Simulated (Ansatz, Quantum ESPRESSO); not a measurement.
# F-SiSi-F chair, 1 layer in an electric field, part 4 of 6

Wanted: polarisability and gap of F-SiSi-F chair, 1 layer against a perpendicular field.

Quantum ESPRESSO 7.5; plane-wave DFT, PBE, GBRV ultrasoft pseudopotentials; geometry and cross-check by Ansatz 0.2.0 with PAW datasets.

So far. Step 6 (SCF with pw.x: field 0.1 V/Å): The dipole goes from -0.0000 to 0.0247 e Å, 0.2471 e Å per V/Å. Step 7 (Potential by pp.x): The slope in the vacuum is 0.100 eV/Å for an applied 0.10 V/Å, as it should be.

### Step 8. SCF with pw.x: field 0.2 V/Å

The input, f2.in:

```
&control
  prefix = 'f2'
  outdir = './out'
  pseudo_dir = './pseudo'
  calculation = 'scf'
  tprnfor = .true.
  tefield = .true.
  dipfield = .true.
/
&system
  ibrav = 0
  nat = 4
  ntyp = 2
  ecutwfc = 40
  ecutrho = 200
  occupations = 'smearing'
  smearing = 'fd'
  degauss = 0.004
  edir = 3
  emaxpos = 0.97
  eopreg = 0.04
  eamp = 0.00388938
/
&electrons
  conv_thr = 1e-09
  mixing_beta = 0.4
  electron_maxstep = 120
  mixing_mode = 'plain'
  startingpot = 'file'
/
ATOMIC_SPECIES
  F   18.9984  f_pbe_v1.4.uspp.F.UPF
  Si  28.0850  si_pbe_v1.uspp.F.UPF
CELL_PARAMETERS angstrom
  3.96747604881129 0.00000000000000 -0.00000000000000
  -1.98373802440565 3.43593504717689 0.00000000000000
  -0.00000000000000 -0.00000000000000 21.10000000000000
ATOMIC_POSITIONS crystal
  F   0.666666666667 0.333333333333 0.406266913793
  Si  0.666666666667 0.333333333333 0.483403134678
  Si  0.333333333333 0.666666666667 0.516596853651
  F   0.333333333333 0.666666666667 0.593733097877
K_POINTS automatic
  12 12 1 0 0 0
```

The run is started by

```
cp -r out/f0.save out/f2.save
OMP_NUM_THREADS=1 mpirun -n 4 pw.x -nk 4 -in f2.in > f2.out
```

What it wrote:

```text
[banner, memory and clock lines left out]
Program PWSCF v.7.5 starts
[...]
number of electrons       =        22.00
     number of Kohn-Sham states=           15
     kinetic-energy cutoff     =      40.0000  Ry
     charge density cutoff     =     200.0000  Ry
[...]
number of k points=    74  Fermi-Dirac smearing, width (Ry)=  0.0040
[...]
Dense  grid:    92699 G-vectors     FFT dimensions: (  36,  36, 180)
[...]
The initial density is read from file :
[...]
negative rho (up, down):  1.066E-03 0.000E+00
[...]
Starting wfcs are   16 randomized atomic wfcs
[...]
negative rho (up, down):  1.066E-03 0.000E+00
[...]
estimated scf accuracy    <       0.00385622 Ry
[...]
negative rho (up, down):  1.066E-03 0.000E+00
[...]
estimated scf accuracy    <       0.00193554 Ry
[...]
negative rho (up, down):  1.067E-03 0.000E+00
[...]
estimated scf accuracy    <       0.00000843 Ry
[...]
negative rho (up, down):  1.066E-03 0.000E+00
[...]
estimated scf accuracy    <       0.00000252 Ry
[...]
negative rho (up, down):  1.066E-03 0.000E+00
[...]
estimated scf accuracy    <       0.00000025 Ry
[...]
negative rho (up, down):  1.066E-03 0.000E+00
[...]
estimated scf accuracy    <       0.00000001 Ry
[...]
negative rho (up, down):  1.066E-03 0.000E+00
[...]
estimated scf accuracy    <          2.8E-09 Ry
[...]
negative rho (up, down):  1.066E-03 0.000E+00
[...]
Computed dipole along edir(3) :
        Dipole                0.0933 Ry au,          0.2372 Debye
        Dipole field          0.0006 Ry au,
        E field amplitude [Ha a.u.]:  3.8894E-03
        Potential amp.        0.2515 Ry
        Total length         38.2783 bohr
[...]
the Fermi energy is    -3.6603 ev
!    total energy              =    -116.60699530 Ry
     estimated scf accuracy    <          1.7E-10 Ry
     smearing contrib. (-TS)   =      -0.00000258 Ry
     internal energy E=F+TS    =    -116.60699272 Ry
[...]
one-electron contribution =    -517.10787070 Ry
     hartree contribution      =     263.66595142 Ry
     xc contribution           =     -27.32969652 Ry
     ewald contribution        =     164.16529260 Ry
     electric field correction =      -0.00066952 Ry
     convergence has been achieved in   8 iterations
     negative rho (up, down):  1.066E-03 0.000E+00
[...]
Total force =     0.013645     Total SCF correction =     0.000026
[...]
```

Run time: 40 s. Hardware: 4 MPI ranks of Arm Neoverse V1, shared host; peak memory 0.68 GiB.

Read from the output:

```
free energy                          : -1586.5190 eV
Fermi energy                         : -3.660 eV
dipole along the normal              : 0.04938 e·Å
valence top, on the run's zero       : -4.029 eV
conduction bottom, on the run's zero : -3.343 eV
gap by band count                    : 0.6863 eV
```

The dipole goes from -0.0000 to 0.0494 e Å, 0.2469 e Å per V/Å.

### Step 9. Electrostatic potential

The input, f2.pot.in:

```
&inputpp
  prefix = 'f2'
  outdir = './out'
  filplot = 'f2.pot.dat'
  plot_num = 11
/
```

The run is started by

```
OMP_NUM_THREADS=1 mpirun -n 4 pp.x -in f2.pot.in > f2.pot.out
```

The job ended after 0.97 s (4 MPI ranks; peak memory 0.11 GiB).

This step gave:

* slope of the potential above: 0.2000 eV/Å
* upper vacuum line continued to the top atoms, over the valence top: 6.569 eV
* slope of the potential below: 0.2000 eV/Å
* lower vacuum line continued to the bottom atoms, over the valence top: 6.433 eV

The slope in the vacuum is 0.200 eV/Å for an applied 0.20 V/Å, as it should be.

### Step 10. Bands along a path: field 0.2 V/Å

The input, f2.bands.in:

```
&control
  prefix = 'f2.bands'
  outdir = './out'
  pseudo_dir = './pseudo'
  calculation = 'bands'
  tefield = .true.
  dipfield = .true.
/
&system
  ibrav = 0
  nat = 4
  ntyp = 2
  ecutwfc = 40
  ecutrho = 200
  occupations = 'smearing'
  smearing = 'fd'
  degauss = 0.004
  edir = 3
  emaxpos = 0.97
  eopreg = 0.04
  eamp = 0.00388938
  nbnd = 17
/
&electrons
  conv_thr = 1e-07
  mixing_beta = 0.4
  electron_maxstep = 120
  mixing_mode = 'local-TF'
/
ATOMIC_SPECIES
  F   18.9984  f_pbe_v1.4.uspp.F.UPF
  Si  28.0850  si_pbe_v1.uspp.F.UPF
CELL_PARAMETERS angstrom
  3.96747604881129 0.00000000000000 -0.00000000000000
  -1.98373802440565 3.43593504717689 0.00000000000000
  -0.00000000000000 -0.00000000000000 21.10000000000000
ATOMIC_POSITIONS crystal
  F   0.666666666667 0.333333333333 0.406266913793
  Si  0.666666666667 0.333333333333 0.483403134678
  Si  0.333333333333 0.666666666667 0.516596853651
  F   0.333333333333 0.666666666667 0.593733097877
K_POINTS crystal_b
4
  0.0000000000 0.0000000000 0.0000000000 14
  0.5000000000 0.0000000000 0.0000000000 14
  0.3333333333 0.3333333333 0.0000000000 14
  0.0000000000 0.0000000000 0.0000000000 1
```

The run is started by

```
cp -r out/f2.save out/f2.bands.save
cp out/f2.xml out/f2.bands.xml
OMP_NUM_THREADS=1 mpirun -n 4 pw.x -nk 4 -in f2.bands.in > f2.bands.out
```

What it wrote:

```text
[banner, memory and clock lines left out]
Program PWSCF v.7.5 starts
[citation notice left out]

[...]
bravais-lattice index     =            0
     lattice parameter (alat)  =       7.4974  a.u.
     unit-cell volume          =    1941.0571 (a.u.)^3
     number of atoms/cell      =            4
     number of atomic types    =            2
     number of electrons       =        22.00
     number of Kohn-Sham states=           17
     kinetic-energy cutoff     =      40.0000  Ry
     charge density cutoff     =     200.0000  Ry
     Exchange-correlation= SLA  PW   PBE  PBE
                           (   1   4   3   4   0   0   0)

[...]
PseudoPot. # 1 for F  read from file:
     ./pseudo/f_pbe_v1.4.uspp.F.UPF
     Pseudo is Ultrasoft, Zval =  7.0
     Generated by new atomic code, or converted to UPF format
     Using radial grid of  799 points,  4 beta functions with:
                l(1) =   0
                l(2) =   0
                l(3) =   1
                l(4) =   1
     Q(r) pseudized with  8 coefficients,  rinner =    0.950   0.950   0.950

     PseudoPot. # 2 for Si read from file:
     ./pseudo/si_pbe_v1.uspp.F.UPF
     Pseudo is Ultrasoft + core correction, Zval =  4.0
     Generated by new atomic code, or converted to UPF format
     Using radial grid of  899 points,  6 beta functions with:
                l(1) =   0
                l(2) =   0
                l(3) =   1
                l(4) =   1
                l(5) =   2
                l(6) =   2
     Q(r) pseudized with  8 coefficients,  rinner =    0.900   0.900   0.900
                                                       0.900   0.900

     atomic species   valence    mass     pseudopotential
     F                 7.00    18.99840     F ( 1.00)
     Si                4.00    28.08500     Si( 1.00)

     No symmetry found

[...]
number of k points=    43  Fermi-Dirac smearing, width (Ry)=  0.0040
[...]
Dense  grid:    92699 G-vectors     FFT dimensions: (  36,  36, 180)

     Smooth grid:    66113 G-vectors     FFT dimensions: (  32,  32, 162)

     The potential is recalculated from file :
     ./out/f2.bands.save/charge-density

     negative rho (up, down):  1.066E-03 0.000E+00

     Adding external electric field

     Computed dipole along edir(3) :
        Dipole                0.0933 Ry au,          0.2372 Debye
        Dipole field          0.0006 Ry au,

        E field amplitude [Ha a.u.]:  3.8894E-03
        Potential amp.        0.2515 Ry
        Total length         38.2783 bohr

     Starting wfcs are   16 randomized atomic wfcs +    1 random wfcs

     Band Structure Calculation
     Davidson diagonalization with overlap

     ethr =  4.55E-10,  avg # of iterations = 42.3

     End of band structure calculation

          k = 0.0000 0.0000 0.0000 (  8259 PWs)   bands (ev):

   -28.5405 -28.3365 -14.2230 -11.2037  -9.7305  -9.2160  -9.2160  -8.9595
    -8.9595  -4.0294  -4.0294  -3.3431  -0.3804  -0.3176  -0.3176   1.0679
     1.6056

          k = 0.0357 0.0206 0.0000 (  8291 PWs)   bands (ev):

   -28.5403 -28.3363 -14.2118 -11.2048  -9.7339  -9.2222  -9.2182  -8.9604
    -8.9596  -4.1712  -4.0530  -3.2613  -0.3661  -0.2741  -0.2652   1.0846
     1.6242

[...]
```

The job ended after 22 s (4 MPI ranks; peak memory 0.35 GiB; 86 s of CPU time).

Band numbers count within the set of bands kept for display. Electronic bands along the path, in eV, zero at the highest filled level of the SCF mesh; v1 is the highest filled band, c1 the lowest empty one:

| point | v4 | v3 | v2 | v1 | c1 | c2 | c3 | c4 |
| --- | --- | --- | --- | --- | --- | --- | --- | --- |
| Γ | -4.93 | -4.93 | 0.00 | 0.00 | 0.69 | 3.65 | 3.71 | 3.71 |
| halfway | -4.97 | -4.87 | -2.45 | -0.68 | 1.65 | 2.97 | 5.76 | 5.87 |
| M | -5.00 | -4.65 | -3.89 | -1.10 | 1.71 | 3.91 | 4.69 | 8.16 |
| halfway | -5.10 | -4.51 | -3.93 | -1.94 | 3.11 | 4.34 | 4.76 | 7.07 |
| K | -5.17 | -4.24 | -4.17 | -2.45 | 4.42 | 4.42 | 6.20 | 6.25 |
| halfway | -5.01 | -4.81 | -2.70 | -1.25 | 2.09 | 3.98 | 4.55 | 6.14 |
| Γ | -4.93 | -4.93 | 0.00 | 0.00 | 0.69 | 3.65 | 3.71 | 3.71 |

Upper empty bands that drop with the field can be states of the vacuum, held by the sawtooth; they depend on the cell's width.

Along this path the valence top lies at Γ and the conduction bottom at Γ.

### Step 11. Ground state: field 0.4 V/Å

f3.in, as its differences from the input of step 8:

```diff
@@ -1,3 +1,3 @@
 &control
-  prefix = 'f2'
+  prefix = 'f3'
   outdir = './out'
@@ -21,3 +21,3 @@
   eopreg = 0.04
-  eamp = 0.00388938
+  eamp = 0.00777876
 /
```

The run is started by

```
cp -r out/f0.save out/f3.save
OMP_NUM_THREADS=1 mpirun -n 4 pw.x -nk 4 -in f3.in > f3.out
```

What it wrote:

```text
[banner, memory and clock lines left out]
Program PWSCF v.7.5 starts
[...]
number of electrons       =        22.00
     number of Kohn-Sham states=           15
     kinetic-energy cutoff     =      40.0000  Ry
     charge density cutoff     =     200.0000  Ry
[...]
number of k points=    74  Fermi-Dirac smearing, width (Ry)=  0.0040
[...]
Dense  grid:    92699 G-vectors     FFT dimensions: (  36,  36, 180)
[...]
The initial density is read from file :
[...]
negative rho (up, down):  1.066E-03 0.000E+00
[...]
Starting wfcs are   16 randomized atomic wfcs
[...]
negative rho (up, down):  1.065E-03 0.000E+00
[...]
estimated scf accuracy    <       0.01551543 Ry
[...]
negative rho (up, down):  1.065E-03 0.000E+00
[...]
estimated scf accuracy    <       0.00769212 Ry
[...]
negative rho (up, down):  1.065E-03 0.000E+00
[...]
estimated scf accuracy    <       0.00004401 Ry
[...]
negative rho (up, down):  1.066E-03 0.000E+00
[...]
estimated scf accuracy    <       0.00001392 Ry
[...]
negative rho (up, down):  1.066E-03 0.000E+00
[...]
estimated scf accuracy    <       0.00000063 Ry
[...]
negative rho (up, down):  1.065E-03 0.000E+00
[...]
estimated scf accuracy    <       0.00000007 Ry
[...]
negative rho (up, down):  1.065E-03 0.000E+00
[...]
estimated scf accuracy    <          5.3E-09 Ry
[...]
negative rho (up, down):  1.065E-03 0.000E+00
[...]
estimated scf accuracy    <          1.5E-09 Ry
[...]
negative rho (up, down):  1.065E-03 0.000E+00
[...]
Computed dipole along edir(3) :
        Dipole                0.1868 Ry au,          0.4747 Debye
        Dipole field          0.0012 Ry au,
        E field amplitude [Ha a.u.]:  7.7788E-03
        Potential amp.        0.5030 Ry
        Total length         38.2783 bohr
[...]
the Fermi energy is    -3.6273 ev
!    total energy              =    -116.60808467 Ry
     estimated scf accuracy    <          4.9E-11 Ry
     smearing contrib. (-TS)   =      -0.00000264 Ry
     internal energy E=F+TS    =    -116.60808202 Ry
[...]
one-electron contribution =    -517.10454869 Ry
     hartree contribution      =     263.66319874 Ry
     xc contribution           =     -27.32934502 Ry
     ewald contribution        =     164.16529260 Ry
     electric field correction =      -0.00267966 Ry
     convergence has been achieved in   9 iterations
     negative rho (up, down):  1.065E-03 0.000E+00
[...]
Total force =     0.020739     Total SCF correction =     0.000026
[...]
```

Run time: 43 s. Hardware: 4 MPI ranks; peak memory 0.54 GiB.

Read from the output:

```
free energy                          : -1586.5338 eV
Fermi energy                         : -3.627 eV
dipole along the normal              : 0.09883 e·Å
valence top, on the run's zero       : -3.995 eV
conduction bottom, on the run's zero : -3.312 eV
gap by band count                    : 0.6834 eV
```

The dipole goes from -0.0000 to 0.0988 e Å, 0.2471 e Å per V/Å.

### Step 12. Potential by pp.x

The input, f3.pot.in:

```
&inputpp
  prefix = 'f3'
  outdir = './out'
  filplot = 'f3.pot.dat'
  plot_num = 11
/
```

The run is started by

```
OMP_NUM_THREADS=1 mpirun -n 4 pp.x -in f3.pot.in > f3.pot.out
```

The job ended after 0.97 s (4 MPI ranks; peak memory 0.11 GiB).

Read from the output:

| Property | Result |
| --- | --- |
| slope of the potential above | 0.4000 eV/Å |
| upper vacuum line continued to the top atoms, over the valence top | 6.638 eV |
| slope of the potential below | 0.4000 eV/Å |
| lower vacuum line continued to the bottom atoms, over the valence top | 6.367 eV |

The slope in the vacuum is 0.400 eV/Å for an applied 0.40 V/Å, as it should be.

Each curve counts from the valence top of its own run.

The potential energy (potential at 0 V/Å) oscillates, so the rows of the table below give means over windows of 1 Å about each position, cut where the curve ends. Its maxima inside the range that stand out by 2 % of the span (Å: eV): 9.1: 1.95, 12.0: 1.95. Its minima: 8.7: -0.0536, 10.6: -10.9, 12.4: -0.0536.

The runs together. The potential energy by z; means over each step:

| z (Å) | potential at 0 V/Å (eV) | potential at 0.1 V/Å (eV) | potential at 0.2 V/Å (eV) | potential at 0.4 V/Å (eV) |
| --- | --- | --- | --- | --- |
| 0 | 6.50 | 5.73 | 4.97 | 3.43 |
| 1 | 6.50 | 5.71 | 4.92 | 3.34 |
| 2 | 6.50 | 5.81 | 5.12 | 3.74 |
| 3 | 6.50 | 5.91 | 5.32 | 4.14 |
| 4 | 6.50 | 6.01 | 5.52 | 4.54 |
| 5 | 6.50 | 6.11 | 5.72 | 4.94 |
| 6 | 6.50 | 6.21 | 5.92 | 5.34 |
| 7 | 6.46 | 6.27 | 6.08 | 5.70 |
| 8 | 4.35 | 4.25 | 4.15 | 3.94 |
| 9 | 0.862 | 0.817 | 0.772 | 0.682 |
| 10 | -6.73 | -6.74 | -6.74 | -6.76 |
| 11 | -7.68 | -7.67 | -7.67 | -7.66 |
| 12 | 0.708 | 0.748 | 0.788 | 0.869 |
| 13 | 3.74 | 3.84 | 3.94 | 4.13 |
| 14 | 6.45 | 6.63 | 6.81 | 7.18 |
| 15 | 6.50 | 6.78 | 7.06 | 7.63 |
| 16 | 6.50 | 6.88 | 7.26 | 8.03 |
| 17 | 6.50 | 6.98 | 7.46 | 8.43 |
| 18 | 6.50 | 7.08 | 7.66 | 8.83 |
| 19 | 6.50 | 7.18 | 7.86 | 9.23 |
| 20 | 6.50 | 7.28 | 8.05 | 9.61 |

### Step 13. Bands along a path: field 0.4 V/Å

f3.bands.in, as its differences from the input of step 10:

```diff
@@ -1,3 +1,3 @@
 &control
-  prefix = 'f2.bands'
+  prefix = 'f3.bands'
   outdir = './out'
@@ -20,3 +20,3 @@
   eopreg = 0.04
-  eamp = 0.00388938
+  eamp = 0.00777876
   nbnd = 17
```

The run is started by

```
cp -r out/f3.save out/f3.bands.save
cp out/f3.xml out/f3.bands.xml
OMP_NUM_THREADS=1 mpirun -n 4 pw.x -nk 4 -in f3.bands.in > f3.bands.out
```

What it wrote:

```text
[banner, memory and clock lines left out]
Program PWSCF v.7.5 starts
[citation notice left out]

[...]
bravais-lattice index     =            0
     lattice parameter (alat)  =       7.4974  a.u.
     unit-cell volume          =    1941.0571 (a.u.)^3
     number of atoms/cell      =            4
     number of atomic types    =            2
     number of electrons       =        22.00
     number of Kohn-Sham states=           17
     kinetic-energy cutoff     =      40.0000  Ry
     charge density cutoff     =     200.0000  Ry
     Exchange-correlation= SLA  PW   PBE  PBE
                           (   1   4   3   4   0   0   0)

[...]
PseudoPot. # 1 for F  read from file:
     ./pseudo/f_pbe_v1.4.uspp.F.UPF
     Pseudo is Ultrasoft, Zval =  7.0
     Generated by new atomic code, or converted to UPF format
     Using radial grid of  799 points,  4 beta functions with:
                l(1) =   0
                l(2) =   0
                l(3) =   1
                l(4) =   1
     Q(r) pseudized with  8 coefficients,  rinner =    0.950   0.950   0.950

     PseudoPot. # 2 for Si read from file:
     ./pseudo/si_pbe_v1.uspp.F.UPF
     Pseudo is Ultrasoft + core correction, Zval =  4.0
     Generated by new atomic code, or converted to UPF format
     Using radial grid of  899 points,  6 beta functions with:
                l(1) =   0
                l(2) =   0
                l(3) =   1
                l(4) =   1
                l(5) =   2
                l(6) =   2
     Q(r) pseudized with  8 coefficients,  rinner =    0.900   0.900   0.900
                                                       0.900   0.900

     atomic species   valence    mass     pseudopotential
     F                 7.00    18.99840     F ( 1.00)
     Si                4.00    28.08500     Si( 1.00)

     No symmetry found

[...]
number of k points=    43  Fermi-Dirac smearing, width (Ry)=  0.0040
[...]
Dense  grid:    92699 G-vectors     FFT dimensions: (  36,  36, 180)

     Smooth grid:    66113 G-vectors     FFT dimensions: (  32,  32, 162)

     The potential is recalculated from file :
     ./out/f3.bands.save/charge-density

     negative rho (up, down):  1.065E-03 0.000E+00

     Adding external electric field

     Computed dipole along edir(3) :
        Dipole                0.1868 Ry au,          0.4747 Debye
        Dipole field          0.0012 Ry au,

        E field amplitude [Ha a.u.]:  7.7788E-03
        Potential amp.        0.5030 Ry
        Total length         38.2783 bohr

     Starting wfcs are   16 randomized atomic wfcs +    1 random wfcs

     Band Structure Calculation
     Davidson diagonalization with overlap

     ethr =  4.55E-10,  avg # of iterations = 43.1

     End of band structure calculation

          k = 0.0000 0.0000 0.0000 (  8259 PWs)   bands (ev):

   -28.6079 -28.2028 -14.1918 -11.1873  -9.6780  -9.2754  -9.2754  -8.8339
    -8.8339  -3.9950  -3.9950  -3.3116  -0.3689  -0.2835  -0.2835   0.0407
     1.1340

          k = 0.0357 0.0206 0.0000 (  8291 PWs)   bands (ev):

   -28.6077 -28.2026 -14.1807 -11.1883  -9.6819  -9.2794  -9.2773  -8.8358
    -8.8351  -4.1367  -4.0185  -3.2298  -0.3433  -0.2530  -0.2311   0.0587
     1.1511

[...]
```

It took 22 s on 4 MPI ranks; peak memory 0.35 GiB.

Band numbers count within the set of bands kept for display. Electronic bands along the path, in eV, zero at the highest filled level of the SCF mesh; v1 is the highest filled band, c1 the lowest empty one:

| point | v4 | v3 | v2 | v1 | c1 | c2 | c3 | c4 |
| --- | --- | --- | --- | --- | --- | --- | --- | --- |
| Γ | -4.84 | -4.84 | 0.00 | 0.00 | 0.68 | 3.63 | 3.71 | 3.71 |
| halfway | -4.89 | -4.83 | -2.45 | -0.68 | 1.64 | 2.96 | 4.82 | 5.76 |
| M | -4.93 | -4.64 | -3.87 | -1.10 | 1.71 | 3.90 | 4.69 | 7.19 |
| halfway | -5.04 | -4.50 | -3.92 | -1.93 | 3.11 | 4.33 | 4.76 | 7.06 |
| K | -5.13 | -4.27 | -4.13 | -2.44 | 4.42 | 4.42 | 6.17 | 6.28 |
| halfway | -4.94 | -4.78 | -2.70 | -1.25 | 2.09 | 3.98 | 4.54 | 5.08 |
| Γ | -4.84 | -4.84 | 0.00 | 0.00 | 0.68 | 3.63 | 3.71 | 3.71 |

Upper empty bands that drop with the field can be states of the vacuum, held by the sawtooth; they depend on the cell's width.

Along this path the valence top lies at Γ and the conduction bottom at Γ.

(Part 4 of 6 ends here.)

[Logs are printed without paths, hosts, clocks, repeated set-up lines and the standing remarks that a program may print on its own settings, such as how far it seeks lower states.]

[Hosts, paths, dates, database ids (printed as entryN), source tags and the programs' standing remarks are cut or masked in the printed files.]

[Maps of the electrostatic potential energy from Ansatz leave out the sawtooth potential of an applied field or a dipole correction, so their vacuum need not be flat; planar profiles and work functions include it.]
